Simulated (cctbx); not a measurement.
# From intensities to atoms

Cell a = 5.1440 Å, b = 5.1440 Å, c = 6.5940 Å, α = 90.00°, β = 90.00°, γ = 120.00°; space group P6_3/mmc (no. 194); content Yb4 V2.

Simulated single-crystal data (cctbx): Cu Kα, λ = 1.54184 Å, to d = 0.83 Å, 80 % of the full sphere, strongest reflection 40000 counts, noise from counting, a 2 % proportional error and a noise floor of 15 counts (s.d.); no absorption.

1 earlier start (other random phases, and plain and normalised amplitudes in turn) led nowhere (symmetry correlation 0.88).

Charge flipping in P1 on normalised amplitudes to 0.83 Å, δ = 0.9 σ, 10 % of the reflections treated as weak, 600 cycles:

```text
cycle      R  skewness
    0  0.604     0.13
   50  0.396     1.82
  100  0.412     1.90
  150  0.378     2.00
  200  0.403     2.00
  250  0.479     3.90
  300  0.475     4.13
  350  0.462     3.82
  400  0.461     3.99
  450  0.453     3.81
  500  0.462     3.77
  550  0.462     3.95
origin shift          correlation  skewness
 0.514  0.246  0.122      0.947      0.65
 0.958  0.248  0.375      0.924      0.50
 0.322  0.707  0.222      0.922      3.69
 0.322  0.707 -0.028      0.920      3.99
taken: symmetry correlation 0.920, skewness 3.99
peak      x       y       z  mult  height/sigma
Q1    0.0000  0.0000  0.0000    2     13.8
Q2    0.3333  0.6667  0.2500    2      9.2
Q3    0.3333  0.6667  0.7500    2      3.4
Q4    0.1892  0.5946  0.5996   12      1.9
Q5    0.9788  0.3316  0.1379   24      1.8
Q6    0.0739  0.1478  0.6554   12      1.5
Q7    0.1536  0.5768  0.0946   12      0.9
Q8    0.2200  0.4400  0.1250   12      0.3
```

The origin is taken among those within 0.04 of the best correlation, by the skewness of the map.

Run time: 0.48 s on 1 thread of Intel(R) Xeon(R) CPU @ 2.60GHz (Ice Lake) (shared host), peak memory 0.07 GiB.

Q: Assign the peaks.

Heights go roughly as Z and multiplicities must add up to the content. First model: Q1 = Yb1 (2 in the cell, height 13.8), Q2 = Yb2 (2 in the cell, height 9.2) and Q3 = V1 (2 in the cell, height 3.4). Against the true structure, Q1 is Yb, Q2 is Yb and Q3 is V; the other peaks are not atoms.

Least squares on F², isotropic:

```text
Rint 0.019, 69 unique reflections to 0.84 A
cycle     R1     wR2    GooF  max shift (A)
   1  0.0744  0.1854  16.930   0.00000
   2  0.0430  0.1117  10.202   0.00000
final R1 0.0430 wR2 0.1117 GooF 10.202  parameters 3  data/parameter 23.0
atom        x        y        z      Ueq    occ   su(xyz)  su(Uiso or U11)
Yb1    0.00000  0.00000  0.00000   0.0146  1.000  0.00000  0.0010
Yb2    0.33333  0.66667  0.25000   0.0230  1.000  0.00000  0.0011
V1     0.33333  0.66667  0.75000   0.0314  1.000  0.00000  0.0026
difference map: max 5.68 min -2.81 rms 0.56
Q1    0.0000  0.0000  0.0839    4    5.83  0.55 A from Yb1
Q2    0.3333  0.6667  0.1720    4    4.95  0.51 A from Yb2
Q3    0.0000  0.0000  0.2500    2    1.43  1.65 A from Yb1
Q4    0.2025  0.4051  0.2500    6    0.89  1.17 A from Yb2
Q5    0.1317  0.2634  0.9879   12    0.82  1.18 A from Yb1
```

Anisotropic refinement:

```text
Rint 0.019, 69 unique reflections to 0.84 A
cycle     R1     wR2    GooF  max shift (A)
   1  0.0429  0.1117  10.442   0.00000
   2  0.0042  0.0088   0.821   0.00000
final R1 0.0042 wR2 0.0088 GooF 0.821  parameters 6  data/parameter 11.5
atom        x        y        z      Ueq    occ   su(xyz)  su(Uiso or U11)
Yb1    0.00000  0.00000  0.00000   0.0148  1.000  0.00000  0.0001
Yb2    0.33333  0.66667  0.25000   0.0230  1.000  0.00000  0.0001
V1     0.33333  0.66667  0.75000   0.0313  1.000  0.00000  0.0003
difference map: max 0.19 min -0.34 rms 0.07
Q1    0.0814  0.1627  0.6504   12    0.19  1.23 A from Yb1
Q2    0.1374  0.5077  0.1809   24    0.17  1.03 A from Yb2
Q3    0.3333  0.6667  0.2500    2    0.16  0.00 A from Yb2
Q4    0.1402  0.4820  0.6682   24    0.16  1.11 A from V1
Q5    0.3333  0.6667  0.6029    4    0.15  0.97 A from V1
Q6    0.1574  0.3149  0.5708   12    0.15  1.48 A from Yb1
```

**Reading.** The refinement ends at R1 = 0.0042, wR2 = 0.0088, GooF = 0.82, with difference density between -0.34 and 0.19 e/Å³. Every site matches the true model in element, within 0.001 Å r.m.s., up to an allowed shift of origin.

True model:

| atom | mult. | x | y | z | Ueq (Å²) |
| --- | --- | --- | --- | --- | --- |
| Yb1 | 2 | 0 | 0 | 1/2 | 0.0147 |
| Yb2 | 2 | 2/3 | 1/3 | 1/4 | 0.0229 |
| V1 | 2 | 2/3 | 1/3 | 3/4 | 0.0314 |

The model was made for the exercise: a known structure type with other elements put in, its volume estimated, not relaxed; displacement parameters are assumed.

[Middle refinement cycles are left out of these outputs.]

[Logs are printed without paths, hosts, clocks, repeated set-up lines and the standing remarks that a program may print on its own settings, such as how far it seeks lower states.]
